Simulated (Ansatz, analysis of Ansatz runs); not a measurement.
## How often does S try the jump in CaLa2S4 (I-42d)?

Aim: the prefactor of a hop in CaLa2S4 (I-42d) (V_S hop (3.7 Å), charge +2) from the modes of the moving atom at the start and at the top of a path found beforehand. Model: a cell of 56 host atoms with 1 S taken out.

Main program and level: Ansatz 0.2.0; plane-wave PAW DFT, PBEsol; finite-difference force constants of the moving atom alone.

### Step 1. The structure

The cell holds 55 atoms: 8 Ca, 16 La and 31 S. Cell: a = 12.120 Å, b = 12.120 Å, c = 12.088 Å, α = 60.1°, β = 60.1°, γ = 59.8°. It derives from CaLa2S4 (space group I-42d). Nearest the centre at fractional (0.464, 0.714, 0.483): S27 at 1.70 Å, La10 at 2.37 Å, La15 at 2.44 Å, Ca3 at 2.46 Å, S45 at 3.20 Å, S55 at 3.20 Å, S41 at 3.21 Å, S34 at 3.90 Å. The cell carries charge +2.

The cell's shortest repeat is 12.1 Å.

### Step 2. Vibrations of the moving atom at the start point

Harmonic transition-state theory takes the prefactor from the modes at the minimum and at the top. Only the moving atom is displaced, by 0.02 Å, which takes six displaced runs and a reference; the host's atoms are held.

Contents of qp2.start.modes/input.yaml:

```yaml
crystal:
  lattice:
    - [0.0, 8.54729057, 8.59293812]
    - [8.54729057, 0.0, 8.59293812]
    - [8.54729057, 8.54729057, 0.0]
  atoms:
    - { symbol: Ca, position: [0.00149315, 0.00080607, -0.00041337] }
    - { symbol: Ca, position: [0.24822188, 0.25086509, 0.25200679] }
    - { symbol: Ca, position: [0.50560898, 0.48934365, 0.49263417] }
    - { symbol: Ca, position: [0.75123087, 0.75451215, 0.74907288] }
    - { symbol: Ca, position: [0.1106363, 0.62517292, 0.88642488] }
    - { symbol: Ca, position: [0.37449841, 0.8744248, 0.12703954] }
    - { symbol: Ca, position: [0.62511153, 0.12774558, 0.37512479] }
    - { symbol: Ca, position: [0.87099869, 0.37642008, 0.62521492] }
    - { symbol: La, position: [0.00414068, 0.621428, 0.24854886] }
    - { symbol: La, position: [0.24658986, 0.88051895, 0.48763937] }
    - { symbol: La, position: [0.50464056, 0.12110155, 0.74753654] }
    - { symbol: La, position: [0.75238999, 0.37364068, 0.99494273] }
    - { symbol: La, position: [0.12654146, 0.25306709, -0.00186692] }
    - { symbol: La, position: [0.37726886, 0.49589316, 0.25269733] }
    - { symbol: La, position: [0.63389033, 0.75811007, 0.49311271] }
    - { symbol: La, position: [0.87768857, 0.99731041, 0.75160961] }
    - { symbol: La, position: [0.1230202, 0.50484447, 0.6266364] }
    - { symbol: La, position: [0.3728732, 0.7562612, 0.8886428] }
    - { symbol: La, position: [0.62247725, 0.00012848, 0.12809988] }
    - { symbol: La, position: [0.87332013, 0.25250837, 0.37771494] }
    - { symbol: La, position: [0.24965976, 0.12465838, 0.62291786] }
    - { symbol: La, position: [0.49875818, 0.36212768, 0.8863903] }
    - { symbol: La, position: [0.74796342, 0.62677176, 0.12520795] }
    - { symbol: La, position: [0.99542111, 0.87773032, 0.37390592] }
    - { symbol: S, position: [0.02393312, 0.27758083, 0.79727249] }
    - { symbol: S, position: [0.27590975, 0.52987378, 0.04333916] }
    - { symbol: S, position: [0.52141769, 0.77024036, 0.31108972] }
    - { symbol: S, position: [0.77361838, 0.02700667, 0.5502337] }
    - { symbol: S, position: [0.15180967, 0.39923445, 0.42379385] }
    - { symbol: S, position: [0.65098608, 0.89823324, 0.92729515] }
    - { symbol: S, position: [0.90365214, 0.15216771, 0.16991501] }
    - { symbol: S, position: [0.1480445, 0.05195504, 0.27364743] }
    - { symbol: S, position: [0.39878464, 0.29921807, 0.52752697] }
    - { symbol: S, position: [0.62222473, 0.55898544, 0.76395677] }
    - { symbol: S, position: [0.90021497, 0.80303707, 0.0251039] }
    - { symbol: S, position: [0.17681459, 0.87584295, 0.76051554] }
    - { symbol: S, position: [0.39564236, 0.1467152, 0.02900303] }
    - { symbol: S, position: [0.65068663, 0.39879599, 0.27346007] }
    - { symbol: S, position: [0.89650288, 0.65072487, 0.52991812] }
    - { symbol: S, position: [0.17399795, 0.77647041, 0.15154268] }
    - { symbol: S, position: [0.42436641, 0.02410805, 0.39919659] }
    - { symbol: S, position: [0.67347266, 0.27512132, 0.65128939] }
    - { symbol: S, position: [0.92319044, 0.52571058, 0.89972379] }
    - { symbol: S, position: [0.02531942, 0.42516276, 0.15140691] }
    - { symbol: S, position: [0.2770186, 0.67467028, 0.39945913] }
    - { symbol: S, position: [0.52594972, 0.92475125, 0.65210677] }
    - { symbol: S, position: [0.77765276, 0.17252955, 0.90194721] }
    - { symbol: S, position: [0.04905809, 0.15031762, 0.52859999] }
    - { symbol: S, position: [0.3068067, 0.42743121, 0.76563135] }
    - { symbol: S, position: [0.55465069, 0.64831636, 0.02625533] }
    - { symbol: S, position: [0.8010292, 0.90321824, 0.27443729] }
    - { symbol: S, position: [0.02571337, 0.77456963, 0.65048978] }
    - { symbol: S, position: [0.27413654, 0.02738102, 0.90123306] }
    - { symbol: S, position: [0.52698173, 0.27120526, 0.15248517] }
    - { symbol: S, position: [0.77437116, 0.52642081, 0.40168173] }
  symmetry: { detect: false }
total_charge: 2
basis:
  ecutwfc: 420
  xc_grid: 2
hamiltonian:
  xc: pbesol
kpoints:
  mp_grid: { grid: [1, 1, 1], shift: [0.25, 0.25, 0.25] }
scf:
  occupations: { method: fixed }
  max_iter: 100
phonons:
  supercell: [1, 1, 1]
  displaced_sites: [26]
  amplitude: 0.02
```

Launch:

```console
$ ansatz run input.yaml --threads 32 --pin off --max-ram 84787MiB --backend cuda --events-out ev --progress --plain --runs-dir out --max-vram 78GiB
```

Numbers of over 12 decimals in the logs are rounded to 6 here.

Log:

```text
[... repeated set-up lines and file paths are left out, and long positions are rounded to six places ...]
Engine: ansatz 0.2.0, aarch64-unknown-linux-gnu
Pseudopotentials: kind: paw
Pseudopotential: Ca, paw, valence charge 10, recommended cutoff 420 eV (normal), Ca.paw.azcp
Pseudopotential: La, paw, valence charge 11, recommended cutoff 420 eV (normal), La.paw.azcp
Pseudopotential: S, paw, valence charge 6, recommended cutoff 420 eV (normal), S.paw.azcp
Functional definition: PBEsol
  exchange = pbesol_x
  correlation = pbesol_c
[...]
Crystal: 55 atoms, lattice volume = 1255.534 Å³
Basis set: ecut = 420 eV, 24517 PW (Γ), exchange–correlation on 180×180×162 points (8 copies of the dense FFT grid, shifted against one another)
Bands: 275, of which v1, the nominal top of the filled ones, is band 220 counted from 1 (219 counted from 0)
Symmetry: 1 space group operations
k-points: 1
Non-local potential: Ca, projectors of the file, l = 0: 3, l = 1: 2, l = 2: 2
Non-local potential: La, projectors of the file, l = 0: 3, l = 1: 2, l = 2: 2, l = 3: 3
Non-local potential: S, projectors of the file, l = 0: 2, l = 1: 2, l = 2: 2
PAW form: soft (Blöchl's): semilocal exchange-correlation on the pseudo side does not see the compensation charge
PAW frozen core: Ca, regenerated for the run's functional, and the local potential with it (the file was generated under x = pbe(κ = 0.804, μ = 0.219515), c = pbe(β = 0.066725))
PAW frozen core: La, regenerated for the run's functional, and the local potential with it (the file was generated under x = pbe(κ = 0.804, μ = 0.219515), c = pbe(β = 0.066725))
PAW frozen core: S, regenerated for the run's functional, and the local potential with it (the file was generated under x = pbe(κ = 0.804, μ = 0.219515), c = pbe(β = 0.066725))
PAW one-centre angular grid: Ca, 110 points (default); XC on 64 Gauss nodes
PAW one-centre angular grid: La, 590 points (default); XC on 64 Gauss nodes
PAW one-centre angular grid: S, 110 points (default); XC on 64 Gauss nodes
Initial density: superposition of atomic densities (neutral atoms scaled as one to the charged cell's electrons: chi_scale 0, normalization atom), corrected by the library's trained network
Initial wavefunctions: pseudopotential atomic-orbital guess
[...]
Functional: x = pbesol(κ = 0.804, μ = 0.123457), c = pbesol(β = 0.046)
SCF iter   1: F=—  HF=-140504.316464 eV  |F-HF|=—  |Δ(HF+E_count)|=         —  Δρ=5.84e-3  dr2=6.92e-1  ethr=1.77e-3  ⟨swp⟩=6.0  Hψ=945  notcnv=0  defer=50
preconditioner: auto → Resta (q_TF=auto, 2.291 Å⁻¹)  ε∞=4.7  [insulator: Δε(μ)=1.960 eV  Ē_g=10.120 eV  n_scr=258 (ndim 8)  ℏωp=19.4 eV  f_vac=0.002  ε∞_Penn≈4.7]
SCF iter   2: F=—  HF=-140504.171845 eV  |F-HF|=—  |Δ(HF+E_count)|=   1.45e-1  Δρ=2.13e-3  dr2=7.12e-2  ethr=1.57e-4  ⟨swp⟩=3.0  Hψ=417  notcnv=0  defer=53
[...]
SCF iter  11: F=-140504.166189 eV  HF=-140504.166189 eV  |F-HF|=0.00e0  |Δ(HF+E_count)|=  4.07e-10  Δρ=7.15e-8  dr2=1.48e-10  ethr=1.00e-12  ⟨swp⟩=25.0  Hψ=1936  notcnv=0
SCF 1 converged in 11 iterations: F = -140504.166189 eV  dr2 = 1.48e-10
  greatest PAW one-centre occupation: 0.995 electrons in one spin orbital (limit 2), on the Ca atom at site 4 (counted from 0), in its partial waves of l = 0
[...]
iter 1 solved again at ethr=5.58e-8 eV; its pass at ethr=3.10e-3 eV (dr2=2.46e-4 eV) is discarded
SCF iter   1: F=—  HF=-140504.164018 eV  |F-HF|=—  |Δ(HF+E_count)|=         —  Δρ=1.41e-4  dr2=4.92e-4  ethr=5.58e-8  ⟨swp⟩=3.0  Hψ=936  notcnv=0  defer=53
eigensolver tolerance schedule calibrated: the retry pair's looser diagonalisation under-reported the residual by θ = 0.50 (0.11/decade); [...]
SCF iter   2: F=—  HF=-140504.163915 eV  |F-HF|=—  |Δ(HF+E_count)|=   1.03e-4  Δρ=7.80e-5  dr2=9.34e-5  ethr=5.58e-8  ⟨swp⟩=2.0  Hψ=431  notcnv=0  defer=53
[...]
SCF 2 converged in 8 iterations: F = -140504.164853 eV  dr2 = 6.64e-11
[...]
SCF 3 converged in 5 iterations: F = -140504.164897 eV  dr2 = 5.51e-11
[...]
SCF 4 converged in 8 iterations: F = -140504.165261 eV  dr2 = 6.23e-11
[...]
SCF 5 converged in 5 iterations: F = -140504.165230 eV  dr2 = 3.66e-11
[...]
SCF 6 converged in 8 iterations: F = -140504.165158 eV  dr2 = 7.63e-11
[...]
SCF 7 converged in 5 iterations: F = -140504.165148 eV  dr2 = 5.97e-11
SCF converged after 11 iterations
[...]
atom  36  S      0.00195607    -0.00383601    -0.00161172
  [... 4 atoms left out ...]
  atom  41  S      0.00150403     0.00276492    -0.00075164
  [... 3 atoms left out ...]
  atom  45  S      0.00112644     0.00139683     0.00127024
  [... 3 atoms left out ...]
  atom  49  S     -0.00191100    -0.00206296    -0.00020193
  [... 5 atoms left out ...]
  atom  55  S      0.00072125     0.00615937     0.00163688
  max |Σ_I F_I| component: 4.73e-6 eV/Å
--- Band table (eV) ---
  k-point 0: bands = ["-30.7260", "-30.7065", "-30.6076", "-30.5849", [... 49 left out ...] "-6.8249", "-6.8115", "-6.7908", "-6.7775"]
--- Phonons: 6 displaced members + reference (amplitude 0.02 Å, Σ member SCF iterations 39) ---
  symmetry images taken by strict's conditions (phonons.symmetry_images: auto; settled by no image being taken that strict refuses)
  force constants formed among 1 of 55 sites (S 26); the other 54 at rest. The modes move the named sites alone.
  the frequencies, the zero-point energy and the sums are of the block with the acoustic sum rule laid on its rows. Row sums over every site: 1.1e-4 eV/Å² at the most
  transpose residual: 1.0e-3 eV/Å²
  largest component of a force at the reference: 1.2e-3 eV/Å on a named site, 8.8e-3 eV/Å on a site at rest
  frequencies among the named sites at Γ of the cell (cm⁻¹): 187.76 213.82 242.46
  unstable modes among the named sites: 0
  frequencies as built, with no sum rule (cm⁻¹): 187.76 213.82 242.46
  zero-point energy: 0.039926 eV/cell   skipped modes (ω ≤ 0): 0
  not written: the harmonic force-constant file, the file of eigenvectors (these modes' are written with the force constants), the density of states and the dispersion, which are of every site
```

The job ended after 3.8 s (1 × NVIDIA GB200 with 32 threads of Arm Neoverse V2, shared host; peak memory 2.1 GiB; 14 s of CPU time).

In the SCF lines HF is the Harris–Foulkes energy and dr2 the Hartree energy of the density residual, in eV; the loop may stop once dr2 is under the threshold and the program's other checks hold. Hψ counts applications of the Hamiltonian.

Numbers from this step:

- free energy: -140504.1662 eV
- frequencies of moving atom: 187.8, 213.8, 242.5 cm⁻¹ (negative: imaginary)

The three modes are 188, 214 and 242 cm⁻¹: all real, a minimum for this atom with the others held.

### Step 3. Vibrations of the moving atom at the top of the path

The same at the top, where the mode along the path should be imaginary.

Contents of qp2.top.modes/input.yaml:

```yaml
crystal:
  lattice:
    - [0.0, 8.54729057, 8.59293812]
    - [8.54729057, 0.0, 8.59293812]
    - [8.54729057, 8.54729057, 0.0]
  atoms:
    - { symbol: Ca, position: [0.00250174, 0.0019774, -0.00250798] }
    - { symbol: Ca, position: [0.25115056, 0.25039267, 0.24950525] }
    - { symbol: Ca, position: [0.49907084, 0.46618441, 0.50659262] }
[... 6 atom lines left out ...]
    - { symbol: La, position: [0.23200549, 0.88449826, 0.49973451] }
[... 4 atom lines left out ...]
    - { symbol: La, position: [0.64233429, 0.75842555, 0.50281639] }
[... 3 atom lines left out ...]
    - { symbol: La, position: [0.62801907, 0.00784022, 0.12403675] }
[... 3 atom lines left out ...]
    - { symbol: La, position: [0.75302702, 0.62070095, 0.12326682] }
[... 3 atom lines left out ...]
    - { symbol: S, position: [0.47351867, 0.69760755, 0.48528768] }
[... 6 atom lines left out ...]
    - { symbol: S, position: [0.63300395, 0.55528762, 0.77211464] }
[... 1 atom line left out ...]
    - { symbol: S, position: [0.16210404, 0.88467367, 0.7713339] }
[... 4 atom lines left out ...]
    - { symbol: S, position: [0.42604746, 0.02463334, 0.39144139] }
[... 3 atom lines left out ...]
    - { symbol: S, position: [0.2749897, 0.67857052, 0.39351717] }
[... 3 atom lines left out ...]
    - { symbol: S, position: [0.30267111, 0.4150205, 0.77317063] }
[... 5 atom lines left out ...]
    - { symbol: S, position: [0.78636525, 0.52887335, 0.38884154] }
  symmetry: { detect: false }
total_charge: 2
basis:
  ecutwfc: 420
  xc_grid: 2
hamiltonian:
  xc: pbesol
kpoints:
  mp_grid: { grid: [1, 1, 1], shift: [0.25, 0.25, 0.25] }
scf:
  occupations: { method: fixed }
  max_iter: 100
phonons:
  supercell: [1, 1, 1]
  displaced_sites: [26]
  amplitude: 0.02
```

Log:

```text
[...]
Crystal: 55 atoms, lattice volume = 1255.534 Å³
Basis set: ecut = 420 eV, 24517 PW (Γ), exchange–correlation on 180×180×162 points (8 copies of the dense FFT grid, shifted against one another)
Bands: 275, of which v1, the nominal top of the filled ones, is band 220 counted from 1 (219 counted from 0)
Symmetry: 1 space group operations
k-points: 1
[...]
SCF iter   1: F=—  HF=-140502.675104 eV  |F-HF|=—  |Δ(HF+E_count)|=         —  Δρ=5.83e-3  dr2=6.76e-1  ethr=1.77e-3  ⟨swp⟩=6.0  Hψ=956  notcnv=0  defer=50
[...]
SCF iter   2: F=—  HF=-140502.533170 eV  |F-HF|=—  |Δ(HF+E_count)|=   1.42e-1  Δρ=2.13e-3  dr2=6.27e-2  ethr=1.54e-4  ⟨swp⟩=3.0  Hψ=418  notcnv=0  defer=53
[...]
SCF iter  10: F=-140502.527812 eV  HF=-140502.527812 eV  |F-HF|=3.49e-10  |Δ(HF+E_count)|=  7.57e-10  Δρ=1.73e-7  dr2=9.56e-10  ethr=1.00e-12  ⟨swp⟩=24.0  Hψ=2197  notcnv=0
SCF 1 converged in 10 iterations: F = -140502.527812 eV  dr2 = 9.56e-10
[...]
SCF iter   2: F=—  HF=-140502.525338 eV  |F-HF|=—  |Δ(HF+E_count)|=   1.23e-4  Δρ=8.84e-5  dr2=1.32e-4  ethr=7.21e-8  ⟨swp⟩=3.0  Hψ=439  notcnv=0  defer=50
[...]
SCF 2 converged in 9 iterations: F = -140502.526219 eV  dr2 = 1.43e-11
[...]
SCF 3 converged in 5 iterations: F = -140502.526554 eV  dr2 = 9.82e-11
[...]
SCF 4 converged in 9 iterations: F = -140502.526309 eV  dr2 = 1.62e-11
[...]
SCF 5 converged in 5 iterations: F = -140502.526321 eV  dr2 = 9.06e-11
[...]
SCF 6 converged in 9 iterations: F = -140502.526281 eV  dr2 = 1.35e-11
[...]
SCF 7 converged in 5 iterations: F = -140502.526073 eV  dr2 = 9.59e-11
SCF converged after 10 iterations
[...]
[... 3 atoms left out ...]
  atom  41  S     -0.00574577     0.00454546    -0.00504497
  [... 3 atoms left out ...]
  atom  45  S      0.00241773     0.00121452    -0.00150421
  [... 3 atoms left out ...]
  atom  49  S      0.00161029     0.00146325    -0.00289038
  [... 5 atoms left out ...]
  atom  55  S      0.00611709     0.00200679     0.00244534
  max |Σ_I F_I| component: 4.53e-6 eV/Å
--- Band table (eV) ---
[...]
transpose residual: 7.9e-4 eV/Å²
[...]
frequencies among the named sites at Γ of the cell (cm⁻¹): -115.69 310.44 332.05
  unstable modes among the named sites: 1
  frequencies as built, with no sum rule (cm⁻¹): -115.69 310.44 332.05
  zero-point energy: 0.039830 eV/cell   skipped modes (ω ≤ 0): 1, of them read as no rigid motion or as one in doubt: 1 (1.000e0 modes/cell left out, lowest -115.69 cm⁻¹)
[...]
```

Run time: 3.6 s. Hardware: 1 × NVIDIA GB200 with 32 threads; peak memory 2.1 GiB; 15 s of CPU time.

This step gave:

* free energy: -140502.5278 eV
* frequencies of moving atom: -115.7, 310.4, 332.1 cm⁻¹ (negative: imaginary)

The three modes are 116i, 310 and 332 cm⁻¹: one imaginary, a saddle of first order for this atom with the others held.

### Step 4. Attempt frequency and hop rate

Analysis of the runs above: harmonic transition-state theory from the moving atom's modes alone (Vineyard), PBEsol.

It gives:

| Item | Value |
| --- | --- |
| attempt frequency | 2.831 THz |

The hop rate by temperature:

```
temperature (K)  hop rate (1/s)
            200         1.5e-29
            300         8.5e-16
            400          6.4e-9
            600          0.0490
            800             135
           1000           15663
```

### Step 5. Summary of results

| Item | Value |
| --- | --- |
| attempt frequency (attempt frequency and hop rate) | 2.83 THz |

The attempt frequency, the product of the three frequencies at the start over that of the two real ones at the top (Vineyard), is 2.8 THz. With the barrier of 1.64 eV it gives 4.9e-02 hops a second at 600 K along this one path; equivalent neighbouring sites multiply that. The host's atoms were held, though they move along the path too, so the prefactor is rough. Limits: one k-point off the zone centre stands for the whole zone; spin–orbit coupling, which can matter with heavy atoms, is left out.

[Logs are printed without paths, hosts, clocks, repeated set-up lines and the standing remarks that a program may print on its own settings, such as how far it seeks lower states.]

[Hosts, paths, dates, database ids (printed as entryN), source tags and the programs' standing remarks are cut or masked in the printed files.]
